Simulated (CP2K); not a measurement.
Consider methoxyallene at its PBE geometry (Å).

```xyz
11

C     2.0120    0.4582    0.2997
C     0.9977   -0.3638    0.1668
C     0.0168   -1.2359    0.0385
O    -1.3191   -0.9641   -0.1752
C    -1.6352    0.4335   -0.2672
H     2.3156    0.8445    1.2779
H     2.6001    0.7931   -0.5604
H     0.1908   -2.3110    0.0962
H    -2.7151    0.4889   -0.4386
H    -1.3708    0.9552    0.6662
H    -1.0928    0.9012   -1.1039
```

Method: CP2K XAS_TDP, all-electron GAPW, PBEh(45%), aug-cc-pVDZ, TDA, no relativity.

Where do the C K-edge lines lie, and how strong are they?

Leading lines: C1 281.30 eV, C2 281.01 eV, C3 283.39 eV and C5 284.59 eV. The leading line of an atom is its first one with 35 % of the strongest within 2.5 eV of its lowest line over the strength cut. 

The first six lines of each atom with a strength over 0.0015:

```tsv
atom	energy (eV)	states	strength, one atom
C1 (bonded to C and 2 H)	281.30	1	0.0489
	284.23	1	0.0094
	284.41	1	0.0036
	285.56	1	0.0024
	285.63	1	0.0057
	285.65	1	0.0041
C2 (bonded to 2 C)	281.01	1	0.0508
	282.21	1	0.0501
	286.21	1	0.0019
	287.93	1	0.0033
	288.23	1	0.0024
	289.02	1	0.0033
C3 (bonded to C, O and H)	283.39	1	0.0576
	284.22	1	0.0116
	286.08	1	0.0035
	286.61	1	0.0063
	287.06	1	0.0023
	287.37	1	0.0021
C5 (bonded to O and 3 H)	284.59	1	0.0262
	285.93	1	0.0227
	285.94	1	0.0200
	286.22	1	0.0134
	286.50	1	0.0033
	286.65	1	0.0033
```

Lines are vertical, at one geometry, with no vibrational structure. Without a correction of the core level, line positions, and the gaps between valence and Rydberg lines, follow the share of exact exchange. At this level such K lines come out 3 to 6 eV under measured ones. These values hold no scalar relativity, about 0.1 eV for C 1s. Rydberg lines, and the discretised continuum above threshold, depend on the basis and the box.

[Banner, clock and machine lines of the logs are left out without a mark of their own.]

[Logs are printed without paths, hosts, clocks, repeated set-up lines and the standing remarks that a program may print on its own settings, such as how far it seeks lower states.]

[Hosts, paths, dates, database ids (printed as entryN), source tags and the programs' standing remarks are cut or masked in the printed files.]
